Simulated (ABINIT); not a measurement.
**Beyond one shot: MgS (Niningerite)**

Aim: iterate the self-energy on MgS (Niningerite) and follow the gap from cycle to cycle.

Main program and level: ABINIT 10.8.3; LDA and many-body steps on it, plane waves.

### Step 1. Set-up

It takes space group Fm-3m (No. 225, cubic). Conventional cell: a = 5.203 Å, b = 5.203 Å, c = 5.203 Å, α = 90.00°, β = 90.00°, γ = 90.00°. Nearest to Mg lie 6 S at 2.60 Å. Nearest to S lie 6 Mg at 2.60 Å. Farther neighbours and most contacts between anions are not listed.

As a file:

```cif
data_structure
_symmetry_space_group_name_H-M 'P 1'
_symmetry_Int_Tables_number 1
_cell_length_a 3.6793
_cell_length_b 3.6793
_cell_length_c 3.6793
_cell_angle_alpha 60.000
_cell_angle_beta 60.000
_cell_angle_gamma 60.000
_cell_volume 35.22
loop_
_atom_site_label
_atom_site_type_symbol
_atom_site_fract_x
_atom_site_fract_y
_atom_site_fract_z
_atom_site_occupancy
Mg1 Mg 0.00000 0.00000 0.00000 1
S2 S 0.50000 0.50000 0.50000 1
```

The cell and positions come from the Crystallography Open Database and are kept as given unless a step says otherwise.

### Step 2. Empty states on the mesh, 4×4×4 mesh, 54 bands

This step: ABINIT 10.8.3; DFT, LDA, plane waves, norm-conserving pseudopotentials.

The sums over transitions need many empty states on a uniform mesh; this step solves for them.

run.abi reads:

```
acell 3*1.0 Angstrom
rprim 
  0.000000000000 2.601650000000 2.601650000000
  2.601650000000 0.000000000000 2.601650000000
  2.601650000000 2.601650000000 0.000000000000
ntypat 2
znucl 12 16
natom 2
typat 1 2
xred 
  0.000000000000 0.000000000000 0.000000000000
  0.500000000000 0.500000000000 0.500000000000
pp_dirpath "pseudos"
pseudos "Mg.upf, S.upf"
ecut 38
ngkpt 4 4 4
nshiftk 1
shiftk 0 0 0
kptopt 1
chksymbreak 0
iscf -2
irdden 1
istwfk *1
nband 54
nbdbuf 4
tolwfr 1e-09
nstep 60
prtvol 0
indata_prefix "in"
outdata_prefix "out"
tmpdata_prefix "tmp"
```

Run with:

```bash
OMP_NUM_THREADS=1 mpirun -n 4 abinit run.abi > log
```

Numbers of over 12 decimals in the logs are rounded to 6 here.

The log of the run:

```text
.Version 10.8.3 of ABINIT. v10.8.2 released Aug 2026.

 Symmetries : space group Fm -3 m (#225); Bravais cF (face-center cubic)
[... echo of the input left out ...]
== DATASET  1 ==================================================================
-   mpi_nproc: 4, omp_nthreads: 1 (-1 if OMP is not activated)

--- !DatasetInfo
iteration_state: {dtset: 1, }
dimensions: {natom: 2, nkpt: 8, mband: 54, nsppol: 1, nspinor: 1, nspden: 1, mpw: 2698, }
cutoff_energies: {ecut:  38.0, pawecutdg:  -1.0, }
[...]
1.66779    1.66779    1.66779    1.73049    1.88175    1.88175    1.88175    2.00131
   2.00131    2.00131    2.01180    2.01180    2.01180    2.06964    2.07126    2.07126
   2.07126    2.10322    2.10322    2.10322    2.17275    2.19204
 prteigrs : prtvol=0 or 1, do not print more k-points.

== END DATASET(S) ==============================================================
================================================================================

 -outvars: echo values of variables after computation  --------
            nband          54
             nkpt           8
          spgroup         225
 [... the other variables as echoed above ...]

 Calculation completed.
```

The job ended after 11 s (4 MPI ranks of Intel Xeon Platinum 8259CL at 2.50GHz (Skylake/Cascade Lake), shared host; peak memory 0.3 GiB; 44 s of CPU time).

This step gave:

```yaml
gap: 2.559 eV
k_of_the_valence_top: 0, 0, 0
k_of_the_conduction_bottom: 0.5, 0.5, 0
least_direct_gap: 3.476 eV
k_points_computed: 8
lowest_point_of_the_top_converged_band_above_the_valence_top: 53.1076 eV
```

On this mesh the gap is 2.559 eV.

The density comes from a self-consistent run that is not shown.

### Step 3. Screening, 4×4×4 mesh, 50 bands, screening to 130.6 eV

The RPA dielectric matrix is built and inverted for each q.

This step: RPA screening on LDA, plane waves, norm-conserving pseudopotentials.

Changes to run.abi since step 2:

```diff
@@ -20,10 +20,11 @@
 chksymbreak 0
-iscf -2
-irdden 1
 istwfk *1
-nband 54
-nbdbuf 4
-tolwfr 1e-09
-nstep 60
-prtvol 0
+occopt 1
+irdwfk 1
+optdriver 3
+nband 50
+ecuteps 4.8
+inclvkb 2
+awtr 1
+symchi 1
 indata_prefix "in"
```

The log of the run:

```text
.Version 10.8.3 of ABINIT. v10.8.2 released Aug 2026.

 Symmetries : space group Fm -3 m (#225); Bravais cF (face-center cubic)
[... echo of the input left out ...]
== DATASET  1 ==================================================================
-   mpi_nproc: 4, omp_nthreads: 1 (-1 if OMP is not activated)

--- !DatasetInfo
iteration_state: {dtset: 1, }
dimensions: {natom: 2, nkpt: 8, mband: 50, nsppol: 1, nspinor: 1, nspden: 1, mpw: 2698, }
cutoff_energies: {ecut:  38.0, pawecutdg:  -1.0, }
electrons: {nelect:   1.60000000E+01, charge:   0.00000000E+00, occopt:   1.00000000E+00, tsmear:   1.00000000E-02, }

 SCREENING: Calculation of the susceptibility and dielectric matrices

 Based on a program developped by R.W. Godby, V. Olevano, G. Onida, and L. Reining.
 Incorporated in ABINIT by V. Olevano, G.-M. Rignanese, and M. Torrent.
.Using double precision arithmetic ; gwpc =  8

[... cell and pseudopotentials left out ...]
--------------------------------------------------------------------------------

 ==== K-mesh for the wavefunctions ====
 Number of points in the irreducible wedge :     8
[... list of points left out ...]
 Together with 48 symmetry operations and time-reversal symmetry
 yields    64 points in the full Brillouin Zone.

 ==== Q-mesh for the screening function ====
 Number of points in the irreducible wedge :     8
[... list of points left out ...]
 Together with 48 symmetry operations and time-reversal symmetry
 yields    64 points in the full Brillouin Zone.

 setmesh: FFT mesh size selected  =    25x   25x   25
          total number of points  =        15625

 vcoul_init : cutoff-mode = AUXILIARY_FUNCTION
 q-points for optical limit:   1
     1)      0.000010    0.000020    0.000030

- screening: taking advantage of time-reversal symmetry
- Maximum band index for partially occupied states nbvw = 8
- Remaining bands to be divided among processors   nbcw = 42
- Number of bands treated by each node ~10

 Number of electrons calculated from density =   16.0000; Expected =   16.0000
 average of density, n =  0.067320
 r_s =    1.5249
 omega_plasma =   25.0282 [eV]

 calculating chi0 at frequencies [eV] :
  1    0.000000E+00    0.000000E+00
  2    0.000000E+00    2.502816E+01

--------------------------------------------------------------------------------
  q-point number  1        q = ( 0.000000, 0.000000, 0.000000) [r.l.u.]
--------------------------------------------------------------------------------
[... chi0 elements left out ...]
 For q-point:  0.000010 0.000020 0.000030
  dielectric constant =   6.5567
  dielectric constant without local fields =   7.5474

  Average fulfillment of the sum rule on Im[epsilon] for q-point    1 :     48.60  [%]
[... wings left out ...]
  q-point number  2        q = ( 0.250000, 0.000000, 0.000000) [r.l.u.]
--------------------------------------------------------------------------------
[... chi0 elements left out ...]
  Average fulfillment of the sum rule on Im[epsilon] for q-point    2 :     58.78  [%]

 [... 6 further q-points ...]
```

It took 7 s on 4 MPI ranks; peak memory 0.5 GiB; 27 s of CPU time.

This step gave:

```
ε∞ with local fields, on this mesh, along the program's q direction : 6.557
the same without local fields                                       : 7.547
plasma frequency                                                    : 25.03 eV
plane waves in the screening matrix                                 : 113
```

Local fields lower ε∞ by 13 %. On a Γ-centred mesh this coarse the value itself is usually too large, while a short band sum pulls it down.

### Step 4. G0W0

The self-energy is evaluated for the states that the input lists, and the levels follow from it, in one-shot runs by the linearised quasiparticle equation.

This step: G0W0 on LDA, plane waves, norm-conserving pseudopotentials.

Changes to run.abi since step 3:

```diff
@@ -23,8 +23,17 @@
 irdwfk 1
-optdriver 3
+optdriver 4
 nband 50
+gwcalctyp 0
+ecutsigx 38
+symsigma 1
+nkptgw 2
+kptgw 
+  0.0000000000 0.0000000000 0.0000000000
+  0.5000000000 0.5000000000 0.0000000000
+bdgw 
+  6 12
+  7 10
 ecuteps 4.8
-inclvkb 2
-awtr 1
-symchi 1
+irdscr 1
+ppmodel 1
 indata_prefix "in"
```

The log of the run:

```text
.Version 10.8.3 of ABINIT. v10.8.2 released Aug 2026.

 Symmetries : space group Fm -3 m (#225); Bravais cF (face-center cubic)
[... echo of the input left out ...]
== DATASET  1 ==================================================================
-   mpi_nproc: 4, omp_nthreads: 1 (-1 if OMP is not activated)

--- !DatasetInfo
iteration_state: {dtset: 1, }
dimensions: {natom: 2, nkpt: 8, mband: 50, nsppol: 1, nspinor: 1, nspden: 1, mpw: 2698, }
cutoff_energies: {ecut:  38.0, pawecutdg:  -1.0, }
electrons: {nelect:   1.60000000E+01, charge:   0.00000000E+00, occopt:   1.00000000E+00, tsmear:   1.00000000E-02, }

 SIGMA: Calculation of the GW corrections

 Based on a program developped by R.W. Godby, V. Olevano, G. Onida, and L. Reining.
 Incorporated in ABINIT by V. Olevano, G.-M. Rignanese, and M. Torrent.
.Using double precision arithmetic ; gwpc =  8

[... cell and pseudopotentials left out ...]
--------------------------------------------------------------------------------

 ==== K-mesh for the wavefunctions ====
 Number of points in the irreducible wedge :     8
[... list of points left out ...]
 Together with 48 symmetry operations and time-reversal symmetry
 yields    64 points in the full Brillouin Zone.

 ==== Q-mesh for screening function ====
 Number of points in the irreducible wedge :     8
[... list of points left out ...]
 Together with 48 symmetry operations and time-reversal symmetry
 yields    64 points in the full Brillouin Zone.

 vcoul_init : cutoff-mode = AUXILIARY_FUNCTION
 q-points for optical limit:   1
     1)      0.000010    0.000020    0.000030
 setmesh: FFT mesh size selected  =    40x   40x   40
          total number of points  =        64000

 Number of electrons calculated from density =   16.0000; Expected =   16.0000
 average of density, n =  0.067320
 r_s =    1.5249
 omega_plasma =   25.0282 [eV]

 === KS Band Gaps ===
  >>>> For spin  1
   Minimum direct gap =   3.4763 [eV], located at k-point      :   0.0000  0.0000  0.0000
   Fundamental gap    =   2.5588 [eV], Top of valence bands at :   0.0000  0.0000  0.0000
                                       Bottom of conduction at :   0.5000  0.5000  0.0000
 SIGMA fundamental parameters:
 PLASMON POLE MODEL  1
 number of plane-waves for SigmaX                 2685
 number of plane-waves for SigmaC and W            113
 number of plane-waves for wavefunctions          2685
 number of bands                                    50
 number of independent spin polarizations            1
 number of spinorial components                      1
 number of k-points in IBZ                           8
 number of q-points in IBZ                           8
 number of symmetry operations                      48
 number of k-points in BZ                           64
 number of q-points in BZ                           64
 number of frequencies for dSigma/dE                 9
 frequency step for dSigma/dE [eV]                0.25
 number of omega for Sigma on real axis              0
 max omega for Sigma on real axis  [eV]           0.00
 zcut for avoiding poles [eV]                     0.10

 EPSILON^-1 parameters (SCR file):
 dimension of the eps^-1 matrix on file            113
 dimension of the eps^-1 matrix used               113
 number of plane-waves for wavefunctions          2685
 number of bands                                    50
 number of q-points in IBZ                           8
 number of frequencies                               2
 number of real frequencies                          1
 number of imag frequencies                          1

 matrix elements of self-energy operator (all in [eV])

 Perturbative Calculation

--- !SelfEnergy_ee
iteration_state: {dtset: 1, }
kpoint     : [   0.000,    0.000,    0.000, ]
spin       : 1
KS_gap     :    3.476
QP_gap     :    5.110
Delta_QP_KS:    1.634
data: !SigmaeeData |
     Band     E0 <VxcDFT>   SigX SigC(E0)      Z dSigC/dE  Sig(E)    E-E0       E
        6   4.124 -13.284 -16.382   2.093   0.784  -0.276 -14.072  -0.787   3.337
        7   4.124 -13.284 -16.382   2.093   0.784  -0.276 -14.072  -0.787   3.337
        8   4.124 -13.284 -16.382   2.093   0.784  -0.276 -14.072  -0.787   3.337
        9   7.600 -11.356  -6.443  -3.867   0.809  -0.236 -10.510   0.846   8.447
       10  11.957  -9.766  -4.442  -4.160   0.812  -0.232  -8.821   0.945  12.902
       11  11.957  -9.766  -4.442  -4.160   0.812  -0.232  -8.821   0.945  12.902
       12  11.957  -9.766  -4.442  -4.160   0.812  -0.232  -8.821   0.945  12.902

--- !SelfEnergy_ee
iteration_state: {dtset: 1, }
kpoint     : [   0.500,    0.500,    0.000, ]
spin       : 1
KS_gap     :    4.261
QP_gap     :    6.069
Delta_QP_KS:    1.809
data: !SigmaeeData |
     Band     E0 <VxcDFT>   SigX SigC(E0)      Z dSigC/dE  Sig(E)    E-E0       E
        7   2.422 -12.459 -16.032   2.462   0.779  -0.284 -13.324  -0.865   1.557
        8   2.422 -12.459 -16.032   2.462   0.779  -0.284 -13.324  -0.865   1.557
        9   6.683 -10.852  -6.192  -3.505   0.817  -0.223  -9.908   0.944   7.627
       10   8.392  -8.957  -4.414  -3.657   0.821  -0.217  -8.229   0.728   9.119

== END DATASET(S) ==============================================================
================================================================================

 -outvars: echo values of variables after computation  --------
           etotal      0.0000000000E+00
            nband          50
             nkpt           8
          spgroup         225
 [... the other variables as echoed above ...]

 Calculation completed.
```

Elapsed: 4.7 s, on 4 MPI ranks; peak memory 0.63 GiB.

Numbers from this step:

```
G0W0 gap on the points computed              : 4.290 eV
starting gap on the mesh                     : 2.559 eV
k of the valence top                         : 0, 0, 0
k of the conduction bottom                   : 0.5, 0.5, 0
Z at the valence top                         : 0.784
Z at the conduction bottom                   : 0.817
least direct G0W0 gap on the computed points : 5.110 eV
```

The gap on the mesh goes from 2.56 eV to 4.29 eV, a correction of +1.73 eV.

### Step 5. evGW0, cycle 1

This step: evGW0 on LDA, plane waves, norm-conserving pseudopotentials.

Changes to run.abi since step 4:

```diff
@@ -25,12 +25,24 @@
 nband 50
-gwcalctyp 0
+gwcalctyp 10
 ecutsigx 38
 symsigma 1
-nkptgw 2
+nkptgw 8
 kptgw 
   0.0000000000 0.0000000000 0.0000000000
+  0.2500000000 0.0000000000 0.0000000000
+  0.5000000000 0.0000000000 0.0000000000
+  0.2500000000 0.2500000000 0.0000000000
+  0.5000000000 0.2500000000 0.0000000000
+  -0.2500000000 0.2500000000 0.0000000000
   0.5000000000 0.5000000000 0.0000000000
+  -0.2500000000 0.5000000000 0.2500000000
 bdgw 
-  6 12
-  7 10
+  1 22
+  1 22
+  1 22
+  1 22
+  1 22
+  1 22
+  1 22
+  1 22
 ecuteps 4.8
```

The log of the run:

```text
.Version 10.8.3 of ABINIT. v10.8.2 released Aug 2026.

 Symmetries : space group Fm -3 m (#225); Bravais cF (face-center cubic)
[... echo of the input left out ...]
== DATASET  1 ==================================================================
-   mpi_nproc: 4, omp_nthreads: 1 (-1 if OMP is not activated)

--- !DatasetInfo
iteration_state: {dtset: 1, }
dimensions: {natom: 2, nkpt: 8, mband: 50, nsppol: 1, nspinor: 1, nspden: 1, mpw: 2698, }
cutoff_energies: {ecut:  38.0, pawecutdg:  -1.0, }
electrons: {nelect:   1.60000000E+01, charge:   0.00000000E+00, occopt:   1.00000000E+00, tsmear:   1.00000000E-02, }

 SIGMA: Calculation of the GW corrections

 Based on a program developped by R.W. Godby, V. Olevano, G. Onida, and L. Reining.
 Incorporated in ABINIT by V. Olevano, G.-M. Rignanese, and M. Torrent.
.Using double precision arithmetic ; gwpc =  8

[... cell and pseudopotentials left out ...]
--------------------------------------------------------------------------------

 ==== K-mesh for the wavefunctions ====
 Number of points in the irreducible wedge :     8
[... list of points left out ...]
 Together with 48 symmetry operations and time-reversal symmetry
 yields    64 points in the full Brillouin Zone.

 ==== Q-mesh for screening function ====
 Number of points in the irreducible wedge :     8
[... list of points left out ...]
 Together with 48 symmetry operations and time-reversal symmetry
 yields    64 points in the full Brillouin Zone.

 vcoul_init : cutoff-mode = AUXILIARY_FUNCTION
 q-points for optical limit:   1
     1)      0.000010    0.000020    0.000030
 setmesh: FFT mesh size selected  =    40x   40x   40
          total number of points  =        64000

 Number of electrons calculated from density =   16.0000; Expected =   16.0000
[...]
QP_gap     :    6.069
Delta_QP_KS:    1.809
data: !SigmaeeData |
     Band     E_DFT   <VxcDFT>   E(N-1)  <Hhartree>   SigX  SigC[E(N-1)]    Z     dSigC/dE  Sig[E(N)]  DeltaE  E(N)_pert E(N)_diago
[...]
--- !SelfEnergy_ee
iteration_state: {dtset: 1, }
kpoint     : [  -0.250,    0.500,    0.250, ]
spin       : 1
KS_gap     :    7.489
QP_gap     :    9.213
Delta_QP_KS:    1.724
data: !SigmaeeData |
     Band     E_DFT   <VxcDFT>   E(N-1)  <Hhartree>   SigX  SigC[E(N-1)]    Z     dSigC/dE  Sig[E(N)]  DeltaE  E(N)_pert E(N)_diago
[...]
21    27.950   -10.743    27.950    38.692    -2.912    -8.026     0.472    -1.117   -10.835    -0.092    27.857    27.754
       22    27.950   -10.743    27.950    38.692    -2.912    -8.026     0.472    -1.117   -10.835    -0.092    27.857    27.754

 New Fermi energy :        2.013241E-01 Ha ,    5.478308E+00 eV
 New Exchange energy :    -9.677235E+00 Ha ,   -2.633310E+02 eV

 === QP Band Gaps ===
  >>>> For spin  1
   Minimum direct gap =   5.5273 [eV], located at k-point      :   0.0000  0.0000  0.0000
   Fundamental gap    =   4.7183 [eV], Top of valence bands at :   0.0000  0.0000  0.0000
                                       Bottom of conduction at :   0.5000  0.5000  0.0000

 writing QP data on file : out_QPS

 Convergence of QP corrections
 >>>>> For spin  1 <<<<<
.  kptgw no:  1; Maximum DeltaE = ( 210.413 -57.377) for band index:  1
.  kptgw no:  2; Maximum DeltaE = ( 205.859 -56.308) for band index:  1
.  kptgw no:  3; Maximum DeltaE = ( 250.312 -68.445) for band index:  1
[...]
.  kptgw no:  7; Maximum DeltaE = ( 223.964 -61.423) for band index:  1
.  kptgw no:  8; Maximum DeltaE = ( 232.926 -63.787) for band index:  1

== END DATASET(S) ==============================================================
================================================================================

 -outvars: echo values of variables after computation  --------
           etotal      0.0000000000E+00
            nband          50
             nkpt           8
          spgroup         225
 [... the other variables as echoed above ...]

 Calculation completed.
```

Elapsed: 57 s, on 4 MPI ranks; peak memory 1.3 GiB; 3.8 min of CPU time.

Numbers from this step:

```
quasiparticle gap on the mesh                         : 4.718 eV
gap of the density functional on the mesh             : 2.559 eV
k of the valence top                                  : 0, 0, 0
k of the conduction bottom                            : 0.5, 0.5, 0
Z at the valence top                                  : 0.784
Z at the conduction bottom                            : 0.817
least direct quasiparticle gap on the computed points : 5.527 eV
```

Against G0W0 in ABINIT (4×4×4 mesh, 50 bands, screening to 130.6 eV, Godby-Needs plasmon pole), the gap moves by +0.428 eV. This first cycle still uses the starting levels and takes the full correction.

[end of part 1 of 2]

[Paths, hosts, dates, memory and timing lines, banners, echoed tables and standing remarks are left out of the program output.]

[Logs are printed without paths, hosts, clocks, repeated set-up lines and the standing remarks that a program may print on its own settings, such as how far it seeks lower states.]

[Runs of the session that timed out or met a known fault of the program may be left out.]

[Hosts, paths, dates, database ids (printed as entryN), source tags and the programs' standing remarks are cut or masked in the printed files.]

[G0W0 gaps are taken among the corrected bands and points alone; a level outside them can change the order at an edge.]

[Where Ansatz stands beside ABINIT at settings called matched, ABINIT's density can come from a denser mesh and the files from another edition; pairs whose starting gaps differed by over 0.03 eV were left out, so agreement reads better than it is.]
